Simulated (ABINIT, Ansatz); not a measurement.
## SnO (P6_3/mmc): zone-centre phonons

Wanted: the vibrations of SnO (P6_3/mmc) at Γ, by two programs.

Program: ABINIT 10.8.3. Level of theory: DFT LDA, scalar-relativistic, plane waves, PseudoDojo norm-conserving pseudopotentials. Results are calculated unless marked as measured.

Most raw output is cut from this account.

The structure was built from a prototype and need not be the compound's stable phase.

## Step 1: Starting point

Symmetry: P6_3/mmc, No. 194, hexagonal system. Conventional cell: a = 3.429 Å, b = 3.429 Å, c = 5.487 Å, α = 90.00°, β = 90.00°, γ = 120.00°. Nearest to Sn lie 6 O at 2.41 Å. O has 6 Sn at 2.41 Å nearest. Farther neighbours and most contacts between anions are not listed.

## Step 2: A probe with smearing

A first run with smearing and empty bands tells whether the crystal has a gap, which decides between fixed occupations and smearing later on.

probe.abi

```
# ground state
tolvrs 1.0d-08
prtden 1
prtwf 1

# basis, mesh and filling
ecut 36.0
ngkpt 6 6 4
nshiftk 1
shiftk 0.0 0.0 0.0
istwfk *1
occopt 7
tsmear 0.005
nband 29
nstep 100
diemac 9.0
prtebands 0
prtgsr 0
useylm 1

# cell and atoms
acell 3*1.0 Angstrom
rprim 
    3.429471073 -2.8868e-06 0.0
    -1.714733036 2.970010514 0.0
    0.0 0.0 5.48715
ntypat 2
znucl 50 8
natom 4
typat 1 1 2 2
xred 
    0.0 0.0 0.0
    0.0 0.0 0.5
    1/3 2/3 0.25
    2/3 1/3 0.75
pp_dirpath "./pseudo"
pseudos "Sn.upf, O.upf"
```

Run with:

```console
> OMP_NUM_THREADS=1 mpirun -n 8 abinit probe.abi > probe.log
```

The job ended after 15 s (8 MPI ranks of Arm Neoverse V1, shared host).

Numbers from this step:

| Property | Result |
| --- | --- |
| volume per atom | 13.97 Å³ |
| pressure | 19.80 GPa |
| gap on the k-mesh | 0 eV |

No gap opens on this mesh, so smearing is kept; the printed pressure holds the stress of the finite basis too.

## Step 3: Rough relaxation

The typed start is rough, so a first relaxation with smearing and loose thresholds takes it towards rest cheaply.

prerelax.abi

```
# relaxation
ionmov 2
optcell 2
dilatmx 1.15
chkdilatmx 0
ntime 40
tolmxf 3.0d-04
tolvrs 1.0d-10
prtwf 0
prtden 0
chksymtnons 0

# basis, mesh and filling
ecut 36.0
ecutsm 3.0
ngkpt 6 6 4
nshiftk 1
shiftk 0.0 0.0 0.0
istwfk *1
occopt 7
tsmear 0.005
nband 29
nstep 100
diemac 1000000.0
prtebands 0
prtgsr 0
useylm 1

# cell and atoms
acell 3*1.0 Angstrom
rprim 
    3.429471073 -2.8868e-06 0.0
    -1.714733036 2.970010514 0.0
    0.0 0.0 5.48715
ntypat 2
znucl 50 8
natom 4
typat 1 1 2 2
xred 
    0.0 0.0 0.0
    0.0 0.0 0.5
    1/3 2/3 0.25
    2/3 1/3 0.75
pp_dirpath "./pseudo"
pseudos "Sn.upf, O.upf"
```

Run with:

```console
> OMP_NUM_THREADS=1 mpirun -n 8 abinit prerelax.abi > prerelax.log
```

Run time: 4.2 min. Hardware: 8 MPI ranks; 34 min of CPU time.

The steps of the relaxation:

```tsv
step	energy less that of the first step (eV)	largest force (eV/Å)	volume (Å³)
1	0.0000	0.0000	55.89
2	-0.3689	0.0000	59.46
3	-0.5293	0.0000	63.25
4	-0.5483	0.0000	64.09
5	-0.5716	0.0000	64.62
6	-0.6155	0.0000	64.67
7	-0.6428	0.0000	63.59
8	-0.6591	0.0000	62.80
9	-0.6660	0.0000	61.62
10	-0.6667	0.0000	61.37
11	-0.6667	0.0000	61.38
```

```tsv
cell as run	before	after	change
a (Å)	3.429	3.322	-3.1 %
b (Å)	3.429	3.322	-3.1 %
c (Å)	5.487	6.422	+17.0 %
volume (Å³/atom)	13.97	15.34	+9.8 %
```

The relaxed structure:

```cif
data_structure
_symmetry_space_group_name_H-M 'P 1'
_symmetry_Int_Tables_number 1
_cell_length_a 3.3221
_cell_length_b 3.3221
_cell_length_c 6.4218
_cell_angle_alpha 90.000
_cell_angle_beta 90.000
_cell_angle_gamma 120.000
_cell_volume 61.38
loop_
_atom_site_label
_atom_site_type_symbol
_atom_site_fract_x
_atom_site_fract_y
_atom_site_fract_z
_atom_site_occupancy
Sn1 Sn 0.00000 0.00000 0.00000 1
Sn2 Sn 0.00000 0.00000 0.50000 1
O3 O 0.33333 0.66667 0.25000 1
O4 O 0.66667 0.33333 0.75000 1
```

Numbers from this step:

- volume per atom: 15.34 Å³
- pressure: 0.01360 GPa

The volume changes by +9.8 % in this run and stands +9.8 % from the first cell.

## Step 4: Relaxation

The harmonic expansion needs vanishing forces, and a free crystal bears no stress, so cell and atoms are brought to rest. Stress is more sensitive to the basis than forces are: the last 3 Ha under the cutoff are smoothed with ecutsm, and the cutoff is raised above that of the later runs.

relax.abi

```
# relaxation
ionmov 2
optcell 2
dilatmx 1.08
ntime 40
tolmxf 1.0d-05
tolvrs 1.0d-14
prtwf 0
prtden 0
chksymtnons 0

# basis, mesh and filling
ecut 44.0
ecutsm 3.0
ngkpt 12 12 6
nshiftk 1
shiftk 0.0 0.0 0.0
istwfk *1
occopt 3
tsmear 0.01
nband 29
nstep 100
diemac 1000000.0
prtebands 0
prtgsr 0
useylm 1

# cell and atoms
acell 3*1.0 Angstrom
rprim 
    3.322121179 -2.7967e-06 0.0
    -1.661058167 2.877042734 0.0
    0.0 0.0 6.421811144
ntypat 2
znucl 50 8
natom 4
typat 1 1 2 2
xred 
    0.0 0.0 0.0
    0.0 0.0 0.5
    1/3 2/3 0.25
    2/3 1/3 0.75
pp_dirpath "./pseudo"
pseudos "Sn.upf, O.upf"
```

Run with:

```console
> OMP_NUM_THREADS=1 mpirun -n 8 abinit relax.abi > relax.log
```

It took 7.4 min on 8 MPI ranks; 59 min of CPU time.

Little changed from the start: no atom moved by 0.005 Å and no cell edge by 0.1 %.

Numbers from this step:

```
volume per atom : 15.36 Å³
pressure        : -7.13e-4 GPa
```

The volume changes by +0.1 % in this run and stands +9.9 % from the first cell.

## Step 5: Ground state

The response is built on these wavefunctions, so the potential is converged far more tightly than an energy would need. Smearing stays on, as the first look found no gap above 0.3 eV.

gs.abi

```
# ground state
tolvrs 1.0d-16
prtden 1
prtwf 1

# basis, mesh and filling
ecut 36.0
ngkpt 12 12 6
nshiftk 1
shiftk 0.0 0.0 0.0
istwfk *1
occopt 3
tsmear 0.01
nband 29
nstep 100
diemac 1000000.0
prtebands 0
prtgsr 0
useylm 1

# cell and atoms
acell 3*1.0 Angstrom
rprim 
    3.323323534 -2.798e-06 0.0
    -1.661659344 2.878084005 0.0
    0.0 0.0 6.423068571
ntypat 2
znucl 50 8
natom 4
typat 1 1 2 2
xred 
    0.0 0.0 0.0
    0.0 0.0 0.5
    1/3 2/3 0.25
    2/3 1/3 0.75
pp_dirpath "./pseudo"
pseudos "Sn.upf, O.upf"
```

Run with:

```console
> OMP_NUM_THREADS=1 mpirun -n 8 abinit gs.abi > gs.log
```

Elapsed: 62 s, on 8 MPI ranks; 8.2 min of CPU time.

This step gave:

```
pressure : -0.6313 GPa
```

The cell stands at -0.63 GPa: the relaxation ran with a smoothed and higher cutoff, and the difference is a stress of the finite basis.

## Step 6: Zone-centre response

At q = 0 one unit cell holds all displacements. The response is solved for single atoms along the cell's directions, and symmetry skips those that follow from others. The crystal is treated as a metal, which screens a static field, so no field response is asked.

dfpt_gamma.abi

```

# common to the responses
getwfk_filepath "gso_WFK"
kptopt 2
nqpt 1
qpt 0.0 0.0 0.0
asr 0
chneut 0

# displacements
rfphon 1
rfatpol 1 4
rfdir 1 1 1
tolvrs 1.0d-10
prtwf 0

# basis, mesh and filling
ecut 36.0
ngkpt 12 12 6
nshiftk 1
shiftk 0.0 0.0 0.0
istwfk *1
occopt 3
tsmear 0.01
nband 29
nstep 100
diemac 1000000.0
prtebands 0
prtgsr 0
useylm 1

# cell and atoms
acell 3*1.0 Angstrom
rprim 
    3.323323534 -2.798e-06 0.0
    -1.661659344 2.878084005 0.0
    0.0 0.0 6.423068571
ntypat 2
znucl 50 8
natom 4
typat 1 1 2 2
xred 
    0.0 0.0 0.0
    0.0 0.0 0.5
    1/3 2/3 0.25
    2/3 1/3 0.75
pp_dirpath "./pseudo"
pseudos "Sn.upf, O.upf"
```

Run with:

```console
> OMP_NUM_THREADS=1 mpirun -n 8 abinit dfpt_gamma.abi > dfpt_gamma.log
```

The job ended after 9 min (8 MPI ranks; 72 min of CPU time).

This step gave:

* largest acoustic frequency at the zone centre before the sum rule: -2.27 cm⁻¹
* highest optical zone-centre mode (no LO-TO term): 212.5 cm⁻¹
* lowest optical zone-centre mode: -246.6 cm⁻¹

The acoustic modes at Γ come out as far as 2.3 cm⁻¹ from zero, where they should vanish, a small numerical error. The lowest optical mode is imaginary, 247i cm⁻¹, an instability at this level and on this k mesh.

## Step 7: Zone-centre analysis

anaddb reads the merged derivatives and imposes the acoustic sum rule.

anaddb.abi

```
ddb_filepath "gamma_DDB"
output_file "anaddb.abo"
outdata_prefix "anaddb"
asr 1
chneut 1
enunit 2
eivec 1
nph1l 1
qph1l 0.0 0.0 0.0 1.0
```

mrgddb.in

```
gamma_DDB
merged
2
dfpt_gammao_DDB
gso_DDB
```

Run with:

```console
> mrgddb < mrgddb.in > mrgddb.log
> OMP_NUM_THREADS=1 anaddb anaddb.abi > anaddb.log
```

The job ended after 0.51 s (1 thread).

No LO-TO term; unit eigenvectors of the mass-weighted matrix, from anaddb's displacements. The modes at Γ (shares of kinetic energy by element, %) (negative means imaginary):

```tsv
mode	frequency (cm⁻¹)	Sn %	O %
1	-246.6	12	88
2	-83.9	12	88
3	-83.9	12	88
4	-59.2	100	0
5	-59.2	100	0
6	0.0	88	12
7	0.0	88	12
8	0.0	88	12
9	154.7	0	100
10	161.9	0	100
11	161.9	0	100
12	212.5	100	0
```

Displacements in mode 1 (-246.6 cm⁻¹), the largest set to 1:
```
Sn1  0.00  0.00  0.13
Sn2  0.00  0.00  0.13
O3   0.00  0.00 -1.00
O4   0.00  0.00 -1.00
```

Displacements in mode 12 (212.5 cm⁻¹), the largest set to 1:
```
Sn1  0.00  0.00  1.00
Sn2  0.00  0.00 -1.00
O3   0.00  0.00  0.00
O4   0.00  0.00  0.00
```

The rule moves no optical mode by more than 0.3 cm⁻¹.

## Step 8: A second program

The same cell goes through another code at the same cutoff. The files are of one family, but Ansatz's library holds files of its own making for some heavy elements, so those for Sn may differ.

This step: DFT LDA, scalar-relativistic, plane waves, norm-conserving pseudopotentials of its library (PseudoDojo's, some remade) (Ansatz 0.2.0).

input.yaml

```yaml
crystal:
  lattice:
    - [3.3233235342, -2.798e-06, 0.0]
    - [-1.661659344, 2.8780840046, 0.0]
    - [0.0, 0.0, 6.4230685711]
  atoms:
    - { symbol: Sn, position: [0.0, 0.0, 0.0] }
    - { symbol: Sn, position: [0.0, 0.0, 0.5] }
    - { symbol: O, position: [0.3333333333, 0.6666666667, 0.25] }
    - { symbol: O, position: [0.6666666667, 0.3333333333, 0.75] }
kpoints:
  mp_grid: { grid: [12, 12, 6] }
hamiltonian:
  xc: lda
  pseudopotentials: { kind: nc, accuracy: standard }
scf:
  occupations: { method: fermi_dirac, width: 0.27211 }
output:
  eigenvalues: true
basis:
  ecutwfc: 979.61
phonons:
  method: dfpt
```

Run with:

```console
> ansatz run input.yaml --threads 8 --pin off --max-ram 16384MiB --backend cpu --events-out ev --progress --plain --runs-dir out
```

The job ended after 73 s (8 threads; peak memory 3.2 GiB).

This step gave:

```
sum-rule residual before enforcement : 6.43e-4 eV/Å²
```

## Step 9: Side by side: ABINIT PseudoDojo and Ansatz, library NC

Worked out from the results:

```
root-mean-square difference : 0.02 cm⁻¹
largest difference          : 0.04 cm⁻¹
```

Frequencies side by side, by row:

```tsv
q (reciprocal lattice)	mode	ABINIT PseudoDojo (cm⁻¹)	Ansatz, library NC (cm⁻¹)
0 0 0	1	-246.6	-246.6
0 0 0	2	-83.87	-83.86
0 0 0	3	-83.87	-83.86
0 0 0	4	-59.2	-59.2
0 0 0	5	-59.2	-59.2
0 0 0	6	0	0
0 0 0	7	0	0
0 0 0	8	0	0
0 0 0	9	154.7	154.7
0 0 0	10	161.9	161.9
0 0 0	11	161.9	161.9
0 0 0	12	212.5	212.5
```

At the zone centre the largest difference (acoustic modes at Γ apart) is 0.02 % of the highest mode.

## Step 10: Results

* space group after relaxation: P6_3/mmc
* volume per atom: 15.4 Å³
* highest optical zone-centre mode (no LO-TO term): 212.5 cm⁻¹
* lowest optical zone-centre mode: -246.6 cm⁻¹
* imaginary optical modes at the zone centre (no q mesh in this session): yes
* largest difference from Ansatz, library NC: 0.04 cm⁻¹

**Reading.** At the LDA level the optical modes of SnO (P6_3/mmc) at the zone centre run from 247i to 213 cm⁻¹, so the structure is a saddle point, with 5 modes beyond 10i cm⁻¹ there. The base run prints -0.63 GPa, mostly the error of a finite basis; the relaxation, with a smoothed and higher cutoff, had brought the cell to rest. ABINIT PseudoDojo and Ansatz, library NC agree to 0.04 cm⁻¹ (0.02 % of the highest mode compared) on all solved modes but the acoustic ones at Γ, without the LO-TO term. These are harmonic frequencies: anharmonic shifts and widths and the lattice's thermal expansion are left out. The Fermi-Dirac smearing of 0.01 Ha is an electronic temperature of 3158 K, which adds a pressure of its own and can shift the volume and soft modes. In a metal the frequencies hang on the k mesh and the smearing, most of all near Kohn anomalies. The published file for Sn has no f projectors, which tends to make oxide cells too large. Ansatz warns that the cutoff lies 14 % under the one recommended for these files; agreement at one cutoff is not convergence. The structure is a hypothetical one, built on a prototype.

[Host names and launcher messages were left out of these logs when they were recorded.]

[Logs are printed without paths, hosts, clocks, repeated set-up lines and the standing remarks that a program may print on its own settings, such as how far it seeks lower states.]

[Hosts, paths, dates, database ids (printed as entryN), source tags and the programs' standing remarks are cut or masked in the printed files.]
